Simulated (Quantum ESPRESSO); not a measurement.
# Co3Pd with and without spin polarisation

Wanted: the size of the moments of Co3Pd in the parallel state.

Program: Quantum ESPRESSO 7.5. Level of theory: PBE; plane waves with GBRV 1.5 PBE potentials, no spin-orbit coupling. Results are calculated unless marked as measured.

### Step 1. The structure

The structure is tetragonal, space group P4/mmm (No. 123). The conventional cell has a = 2.568 Å, b = 2.568 Å, c = 7.263 Å, α = 90.00°, β = 90.00°, γ = 90.00°. Nearest to Co lie 8 Co at 2.57 Å and 4 Pd at 2.57 Å. Nearest to Co lie 12 Co at 2.57 Å. Pd has 8 Co at 2.57 Å and 4 Pd at 2.57 Å nearest. Farther neighbours are not listed.

As a file:

```cif
data_structure
_symmetry_space_group_name_H-M 'P 1'
_symmetry_Int_Tables_number 1
_cell_length_a 3.6313
_cell_length_b 3.6313
_cell_length_c 7.2625
_cell_angle_alpha 90.000
_cell_angle_beta 90.000
_cell_angle_gamma 90.000
_cell_volume 95.76
loop_
_atom_site_label
_atom_site_type_symbol
_atom_site_fract_x
_atom_site_fract_y
_atom_site_fract_z
_atom_site_occupancy
Co1 Co 0.00000 0.00000 0.00000 1
Co2 Co 0.50000 0.50000 0.00000 1
Co3 Co 0.50000 0.00000 0.25000 1
Co4 Co 0.00000 0.50000 0.25000 1
Co5 Co 0.00000 0.00000 0.50000 1
Co6 Co 0.50000 0.50000 0.50000 1
Pd7 Pd 0.50000 0.00000 0.75000 1
Pd8 Pd 0.00000 0.50000 0.75000 1
```

The cell was typed by rule, not taken from a database of measured structures.

### Step 2. Run 1, typed as ferro ++++++

The signs are those of the starting moments on the seeded atoms, the atoms that are given a moment.

The input, pw.in:

```
&CONTROL
  calculation = 'scf'
  prefix = 'pwscf'
  outdir = './tmp'
  pseudo_dir = './pseudo'
  disk_io = 'nowf'
/
&SYSTEM
  ibrav = 0
  celldm(1) = 8
  nat = 8
  ntyp = 2
  ecutwfc = 40
  ecutrho = 280
  nbnd = 87
  occupations = 'smearing'
  smearing = 'fd'
  degauss = 0.00367493
  nspin = 2
  starting_magnetization(1) = 0.1
  starting_magnetization(2) = 0
/
&ELECTRONS
  conv_thr = 1.6d-08
  electron_maxstep = 150
  mixing_beta = 0.3
/
ATOMIC_SPECIES
Co     58.9332 co_pbe_v1.2.uspp.F.UPF
Pd    106.4200 pd_pbe_v1.4.uspp.F.UPF
CELL_PARAMETERS alat
   0.8577584987559    0.0000000000000    0.0000000000000
   0.0000000000000    0.8577584987559    0.0000000000000
   0.0000000000000    0.0000000000000    1.7155169975118
ATOMIC_POSITIONS crystal
Co      0.0000000000    0.0000000000    0.0000000000
Co      0.5000000000    0.5000000000    0.0000000000
Co      0.5000000000    0.0000000000    0.2500000000
Co      0.0000000000    0.5000000000    0.2500000000
Co      0.0000000000    0.0000000000    0.5000000000
Co      0.5000000000    0.5000000000    0.5000000000
Pd      0.5000000000    0.0000000000    0.7500000000
Pd      0.0000000000    0.5000000000    0.7500000000
K_POINTS automatic
9 9 5 0 0 0
```

Run with:

```console
$ OMP_NUM_THREADS=1 mpirun -n 4 pw.x -nk 4 -in pw.in > pw.out
```

The program printed:

```text
Program PWSCF v.7.5 starts

     Found identity + (  0.5000  0.5000  0.0000) symmetry
     This is a supercell, fractional translations are disabled
     Message from routine setup:
     using ibrav=0 with symmetry is DISCOURAGED, use correct ibrav instead

     K-points division:     npool     =       4
     Subspace diagonalization in iterative solution of the eigenvalue problem:

     G-vector sticks info
     --------------------
     sticks:   dense  smooth     PW     G-vecs:    dense   smooth      PW
     Sum        1049     593    177                51065    22119    3679

     Using Slab Decomposition

     bravais-lattice index     =            0
     lattice parameter (alat)  =       8.0000  a.u.
     unit-cell volume          =     646.2418 (a.u.)^3
     number of atoms/cell      =            8
     number of atomic types    =            2
     number of electrons       =       134.00
     number of Kohn-Sham states=           87
     kinetic-energy cutoff     =      40.0000  Ry
     charge density cutoff     =     280.0000  Ry
     scf convergence threshold =      1.6E-08
     mixing beta               =       0.3000
     number of iterations used =            8  plain     mixing
     Exchange-correlation=  SLA  PW   PBX  PBC
                           (   1   4   3   4   0   0   0)

     celldm(1)=   8.000000  celldm(2)=   0.000000  celldm(3)=   0.000000
     celldm(4)=   0.000000  celldm(5)=   0.000000  celldm(6)=   0.000000

     crystal axes: (cart. coord. in units of alat)
               a(1) = (   0.857758   0.000000   0.000000 )
               a(2) = (   0.000000   0.857758   0.000000 )
               a(3) = (   0.000000   0.000000   1.715517 )

     reciprocal axes: (cart. coord. in units 2 pi/alat)
               b(1) = (  1.165829  0.000000  0.000000 )
               b(2) = (  0.000000  1.165829  0.000000 )
               b(3) = (  0.000000  0.000000  0.582915 )

     PseudoPot. # 1 for Co read from file:
     co_pbe_v1.2.uspp.F.UPF
     Pseudo is Ultrasoft + core correction, Zval = 17.0
     Generated by new atomic code, or converted to UPF format
     Using radial grid of  863 points,  6 beta functions with:
                l(1) =   0
                l(2) =   0
                l(3) =   1
                l(4) =   1
                l(5) =   2
                l(6) =   2
     Q(r) pseudized with  8 coefficients,  rinner =    1.200   1.200   1.200
                                                       1.200   1.200

     PseudoPot. # 2 for Pd read from file:
     pd_pbe_v1.4.uspp.F.UPF
     Pseudo is Ultrasoft + core correction, Zval = 16.0
     Generated by new atomic code, or converted to UPF format
     Using radial grid of  887 points,  6 beta functions with:
                l(1) =   0
                l(2) =   0
                l(3) =   1
                l(4) =   1
                l(5) =   2
                l(6) =   2
     Q(r) pseudized with  8 coefficients,  rinner =    1.130   1.130   1.130
                                                       1.130   1.130

     atomic species   valence    mass     pseudopotential
     Co               17.00    58.93320     Co( 1.00)
     Pd               16.00   106.42000     Pd( 1.00)

     Starting magnetic structure
     atomic species   magnetization
     Co              0.100
     Pd              0.000

      8 Sym. Ops. (no inversion) found

   Cartesian axes

     site n.     atom                  positions (alat units)
         1        Co     tau(   1) = (   0.0000000   0.0000000   0.0000000  )
         2        Co     tau(   2) = (   0.4288792   0.4288792   0.0000000  )
         3        Co     tau(   3) = (   0.4288792   0.0000000   0.4288792  )
         4        Co     tau(   4) = (   0.0000000   0.4288792   0.4288792  )
         5        Co     tau(   5) = (   0.0000000   0.0000000   0.8577585  )
         6        Co     tau(   6) = (   0.4288792   0.4288792   0.8577585  )
         7        Pd     tau(   7) = (   0.4288792   0.0000000   1.2866377  )
         8        Pd     tau(   8) = (   0.0000000   0.4288792   1.2866377  )

     number of k points=    45  Fermi-Dirac smearing, width (Ry)=  0.0037
                       cart. coord. in units 2pi/alat
        k(    1) = (   0.0000000   0.0000000   0.0000000), wk =   0.0024691
        k(    2) = (   0.0000000   0.0000000   0.1165829), wk =   0.0049383
        k(    3) = (   0.0000000   0.0000000   0.2331659), wk =   0.0049383
        k(    4) = (   0.0000000   0.1295366   0.0000000), wk =   0.0098765
        k(    5) = (   0.0000000   0.1295366   0.1165829), wk =   0.0197531
        [... 40 further k-points ...]

     Dense  grid:    51065 G-vectors     FFT dimensions: (  40,  40,  75)

     Smooth grid:    22119 G-vectors     FFT dimensions: (  27,  27,  60)

     Check: negative core charge=   -0.000037
     Generating pointlists ...
     new r_m :   0.2502 (alat units)  2.0015 (a.u.) for type    1
     new r_m :   0.2502 (alat units)  2.0015 (a.u.) for type    2

     Initial potential from superposition of free atoms

     starting charge     126.9999, renormalised to     134.0000

     negative rho (up, down):  8.133E-02 8.137E-02
     Starting wfcs are  102 randomized atomic wfcs

     Self-consistent Calculation

     iteration #  1     ecut=    40.00 Ry     beta= 0.30
     Davidson diagonalization with overlap
     ethr =  1.00E-02,  avg # of iterations =  2.4

     negative rho (up, down):  7.912E-02 7.944E-02

     total energy              =   -2171.03081132 Ry
     estimated scf accuracy    <      60.15950397 Ry

     total magnetization       =     4.33 Bohr mag/cell
     absolute magnetization    =     5.57 Bohr mag/cell

     iteration #  2     ecut=    40.00 Ry     beta= 0.30
     Davidson diagonalization with overlap
     ethr =  1.00E-02,  avg # of iterations =  3.5

     negative rho (up, down):  8.048E-02 8.075E-02

     total energy              =   -2174.48508467 Ry
     estimated scf accuracy    <     217.39978887 Ry

     total magnetization       =     0.63 Bohr mag/cell
     absolute magnetization    =     0.74 Bohr mag/cell

     iteration #  3     ecut=    40.00 Ry     beta= 0.30
     Davidson diagonalization with overlap
     ethr =  1.00E-02,  avg # of iterations =  4.5

     negative rho (up, down):  8.127E-02 8.141E-02

     total energy              =   -2186.33397910 Ry
     estimated scf accuracy    <      19.50950284 Ry

     total magnetization       =     8.87 Bohr mag/cell
     absolute magnetization    =     9.30 Bohr mag/cell

     [... further iterations left out ...]

     iteration # 21     ecut=    40.00 Ry     beta= 0.30
     Davidson diagonalization with overlap
     ethr =  5.17E-09,  avg # of iterations =  1.0

     negative rho (up, down):  8.210E-02 8.089E-02

     total energy              =   -2188.27389653 Ry
     estimated scf accuracy    <       0.00000024 Ry

     total magnetization       =    11.35 Bohr mag/cell
     absolute magnetization    =    12.52 Bohr mag/cell

     iteration # 22     ecut=    40.00 Ry     beta= 0.30
     Davidson diagonalization with overlap
     ethr =  1.82E-10,  avg # of iterations =  1.3

     negative rho (up, down):  8.210E-02 8.089E-02

     total energy              =   -2188.27389651 Ry
     estimated scf accuracy    <       0.00000222 Ry

     total magnetization       =    11.36 Bohr mag/cell
     absolute magnetization    =    12.52 Bohr mag/cell

     iteration # 23     ecut=    40.00 Ry     beta= 0.30
     Davidson diagonalization with overlap
     ethr =  1.82E-10,  avg # of iterations =  1.2

     negative rho (up, down):  8.210E-02 8.089E-02

     total energy              =   -2188.27389660 Ry
     estimated scf accuracy    <       0.00000004 Ry

     total magnetization       =    11.36 Bohr mag/cell
     absolute magnetization    =    12.52 Bohr mag/cell

     iteration # 24     ecut=    40.00 Ry     beta= 0.30
     Davidson diagonalization with overlap
     ethr =  3.08E-11,  avg # of iterations =  1.5

     negative rho (up, down):  8.210E-02 8.089E-02

     Magnetic moment per site  (integrated on atomic sphere of radius R)
     atom   1 (R=0.250)  charge= 15.7138  magn=  1.8643
     atom   2 (R=0.250)  charge= 15.7138  magn=  1.8643
     atom   3 (R=0.250)  charge= 15.6739  magn=  1.8614
     atom   4 (R=0.250)  charge= 15.6739  magn=  1.8614
     atom   5 (R=0.250)  charge= 15.7147  magn=  1.8643
     atom   6 (R=0.250)  charge= 15.7147  magn=  1.8643
     atom   7 (R=0.250)  charge= 14.1118  magn=  0.3462
     atom   8 (R=0.250)  charge= 14.1118  magn=  0.3462

     End of self-consistent calculation

     [... lines left out ...]
     the Fermi energy is    18.6602 ev

!    total energy              =   -2188.27389660 Ry
     estimated scf accuracy    <       0.00000001 Ry
     smearing contrib. (-TS)   =      -0.00576093 Ry
     internal energy E=F+TS    =   -2188.26813567 Ry

     The total energy is F=E-TS. E is the sum of the following terms:
     one-electron contribution =   -1044.95276942 Ry
     hartree contribution      =     615.26096593 Ry
     xc contribution           =    -258.87033342 Ry
     ewald contribution        =   -1499.70599877 Ry

     total magnetization       =    11.36 Bohr mag/cell
     absolute magnetization    =    12.52 Bohr mag/cell

     convergence has been achieved in  24 iterations

=------------------------------------------------------------------------------=
   JOB DONE.
=------------------------------------------------------------------------------=
```

Wall time 5.2 min (4 MPI ranks of Intel Xeon at 2.70GHz, shared host); peak memory 0.82 GiB; 21 min of CPU time.

Spin moment in the atom's sphere by atom:

```
atom  spin moment in the atom's sphere (μB)
 Co1                                   1.86
 Co2                                   1.86
 Co3                                   1.86
 Co4                                   1.86
 Co5                                   1.86
 Co6                                   1.86
 Pd7                                   0.35
 Pd8                                   0.35
```

Read from the output:

```
smearing term TS       : 0.07838 eV
magnetization          : 11.36 μB
absolute magnetization : 12.52 μB
final state            : ferromagnetic
```

Spin density in the ac plane at fractional y = 0.000, with atoms of Co and Pd within 0.2 Å of it.

Ten even steps from '_' (0.0 e/Å³) to '@' (5.8 e/Å³), each cell a mean:
```
##==..__________________..++
....______________________..
____________________________
____________________________
____________________________
____________________________
____________________________
____________________________
____________________________
____________________________
--..______________________::
@@++..__________________::**
##==..__________________..++
....______________________..
____________________________
____________________________
____________::--..__________
__________::**@@++..________
__________..++##==..________
____________..::..__________
____________________________
____________________________
--..______________________::
@@++..__________________::**
```
Columns run along a (3.6 Å), rows up along c (7.3 Å). Atoms in or near the plane, at fractional coordinates: Co at (0.00, 0.00), Co at (0.50, 0.25), Co at (0.00, 0.50), Pd at (0.50, 0.75).

Valence density in the ac plane at fractional y = 0.000, with atoms of Co and Pd within 0.2 Å of it. It is the smooth field of the valence electrons, not physical close to the nuclei.

Ten steps, logarithmic in the rise over the least value, from '0' (-2 e/Å³) to '9' (41 e/Å³), each cell a mean:
```
98543333333468
66433333333456
44333344433344
33334455544333
33334667654333
33345660664333
33345665764333
33334566654333
33333444443333
44433333333344
76543333333457
98643333333479
98543333333468
66433333333456
44333333333344
33333444443333
33334577654333
33334799864333
33334689854333
33334566643333
33333444433333
44433333333344
76543333333457
98643333333479
```
Columns run along a (3.6 Å), rows up along c (7.3 Å). Atoms in or near the plane, at fractional coordinates: Co at (0.00, 0.00), Co at (0.50, 0.25), Co at (0.00, 0.50), Pd at (0.50, 0.75).

### Step 3. Run 2, typed as no spin polarisation

pw.in, as its differences from that of step 2:

```diff
@@ -14,3 +14,3 @@
   ecutrho = 280
-  nbnd = 87
+  nbnd = 82
   occupations = 'smearing'
@@ -18,5 +18,2 @@
   degauss = 0.00367493
-  nspin = 2
-  starting_magnetization(1) = 0.1
-  starting_magnetization(2) = 0
 /
```

The program printed:

```text
[banner, memory and clock lines left out]
Program PWSCF v.7.5 starts

     Found identity + (  0.5000  0.5000  0.0000) symmetry
     This is a supercell, fractional translations are disabled
     Message from routine setup:
     using ibrav=0 with symmetry is DISCOURAGED, use correct ibrav instead

     bravais-lattice index     =            0
     lattice parameter (alat)  =       8.0000  a.u.
     unit-cell volume          =     646.2418 (a.u.)^3
     number of atoms/cell      =            8
     number of atomic types    =            2
     number of electrons       =       134.00
     number of Kohn-Sham states=           82
     kinetic-energy cutoff     =      40.0000  Ry
     charge density cutoff     =     280.0000  Ry
     scf convergence threshold =      1.6E-08
     mixing beta               =       0.3000
     number of iterations used =            8  plain     mixing
     Exchange-correlation=  SLA  PW   PBX  PBC
                           (   1   4   3   4   0   0   0)

     celldm(1)=   8.000000  celldm(2)=   0.000000  celldm(3)=   0.000000
     celldm(4)=   0.000000  celldm(5)=   0.000000  celldm(6)=   0.000000

     crystal axes: (cart. coord. in units of alat)
               a(1) = (   0.857758   0.000000   0.000000 )
               a(2) = (   0.000000   0.857758   0.000000 )
               a(3) = (   0.000000   0.000000   1.715517 )

     reciprocal axes: (cart. coord. in units 2 pi/alat)
               b(1) = (  1.165829  0.000000  0.000000 )
               b(2) = (  0.000000  1.165829  0.000000 )
               b(3) = (  0.000000  0.000000  0.582915 )

     PseudoPot. # 1 for Co read from file:
     co_pbe_v1.2.uspp.F.UPF
     Pseudo is Ultrasoft + core correction, Zval = 17.0

     PseudoPot. # 2 for Pd read from file:
     pd_pbe_v1.4.uspp.F.UPF
     Pseudo is Ultrasoft + core correction, Zval = 16.0

     atomic species   valence    mass     pseudopotential
     Co               17.00    58.93320     Co( 1.00)
     Pd               16.00   106.42000     Pd( 1.00)

      8 Sym. Ops. (no inversion) found

   Cartesian axes

     site n.     atom                  positions (alat units)
         1        Co     tau(   1) = (   0.0000000   0.0000000   0.0000000  )
         2        Co     tau(   2) = (   0.4288792   0.4288792   0.0000000  )
         3        Co     tau(   3) = (   0.4288792   0.0000000   0.4288792  )
         4        Co     tau(   4) = (   0.0000000   0.4288792   0.4288792  )
         5        Co     tau(   5) = (   0.0000000   0.0000000   0.8577585  )
         6        Co     tau(   6) = (   0.4288792   0.4288792   0.8577585  )
         7        Pd     tau(   7) = (   0.4288792   0.0000000   1.2866377  )
         8        Pd     tau(   8) = (   0.0000000   0.4288792   1.2866377  )

     number of k points=    45  Fermi-Dirac smearing, width (Ry)=  0.0037
                       cart. coord. in units 2pi/alat
        k(    1) = (   0.0000000   0.0000000   0.0000000), wk =   0.0049383
        k(    2) = (   0.0000000   0.0000000   0.1165829), wk =   0.0098765
        k(    3) = (   0.0000000   0.0000000   0.2331659), wk =   0.0098765
        k(    4) = (   0.0000000   0.1295366   0.0000000), wk =   0.0197531
        k(    5) = (   0.0000000   0.1295366   0.1165829), wk =   0.0395062
        [... 40 further k-points ...]

     Dense  grid:    51065 G-vectors     FFT dimensions: (  40,  40,  75)

     Smooth grid:    22119 G-vectors     FFT dimensions: (  27,  27,  60)

     Check: negative core charge=   -0.000037

     Initial potential from superposition of free atoms

     starting charge     126.9999, renormalised to     134.0000

     negative rho (up, down):  1.627E-01 0.000E+00
     Starting wfcs are  102 randomized atomic wfcs

     Self-consistent Calculation

     iteration #  1     ecut=    40.00 Ry     beta= 0.30
     Davidson diagonalization with overlap
     ethr =  1.00E-02,  avg # of iterations =  2.2

     negative rho (up, down):  1.585E-01 0.000E+00

     total energy              =   -2170.85812085 Ry
     estimated scf accuracy    <      60.43060435 Ry

     iteration #  2     ecut=    40.00 Ry     beta= 0.30
     Davidson diagonalization with overlap
     ethr =  1.00E-02,  avg # of iterations =  3.9

     negative rho (up, down):  1.612E-01 0.000E+00

     total energy              =   -2174.76080274 Ry
     estimated scf accuracy    <     218.94813376 Ry

     [... further iterations left out ...]

     iteration # 20     ecut=    40.00 Ry     beta= 0.30
     Davidson diagonalization with overlap
     ethr =  9.33E-10,  avg # of iterations =  1.0

     negative rho (up, down):  1.630E-01 0.000E+00

     total energy              =   -2188.11651667 Ry
     estimated scf accuracy    <       0.00000020 Ry

     iteration # 21     ecut=    40.00 Ry     beta= 0.30
     Davidson diagonalization with overlap
     ethr =  1.53E-10,  avg # of iterations =  1.0

     negative rho (up, down):  1.630E-01 0.000E+00

     End of self-consistent calculation

     [... lines left out ...]
     the Fermi energy is    18.3709 ev

!    total energy              =   -2188.11651667 Ry
     estimated scf accuracy    <          8.7E-09 Ry
     smearing contrib. (-TS)   =      -0.01313508 Ry
     internal energy E=F+TS    =   -2188.10338159 Ry

     The total energy is F=E-TS. E is the sum of the following terms:
     one-electron contribution =   -1045.18588259 Ry
     hartree contribution      =     615.10920612 Ry
     xc contribution           =    -258.32070635 Ry
     ewald contribution        =   -1499.70599877 Ry

     convergence has been achieved in  21 iterations
```

Elapsed: 89 s, on 4 MPI ranks; peak memory 0.6 GiB; 5.9 min of CPU time.

Read from the output:

* smearing term TS: 0.1787 eV
* final state: non-magnetic (no spin polarisation)

### Step 4. Ranking

An order is kept where moments of 0.15 μB or more survive with the typed signs; meshes match where a doubled cell samples the same k points as the first cell.

Orders:

```
               start    final state  typed order kept  energy over the lowest (meV a seeded atom)  largest site moment (μB)  net moment (μB a cell of the first run)  mesh matched  CPU time (s)
        ferro ++++++  ferromagnetic               yes                                           0                     1.864                                    11.36           yes          1241
no spin polarisation   non-magnetic                 -                                       356.9                         0                                        0           yes         355.2
```

### Step 5. Outcome

```yaml
state_found: ferromagnetic (from ferro ++++++)
largest_site_moment: 1.86 μB
state_without_moments: 357 meV a seeded atom higher
```

In words: No opposed start was run, so this says nothing of the order that the crystal takes. The cell was built by rule and the atoms were not relaxed, which can move these energies.

[Logs and program files are shortened in this print: banners, set-up blocks, solver, clock and traceback lines can be left out without a mark of their own.]

[Logs are printed without paths, hosts, clocks, repeated set-up lines and the standing remarks that a program may print on its own settings, such as how far it seeks lower states.]

[Hosts, paths, dates, database ids (printed as entryN), source tags and the programs' standing remarks are cut or masked in the printed files.]

[Where a cell is said to come from a database of computed structures, the database is the Materials Project.]
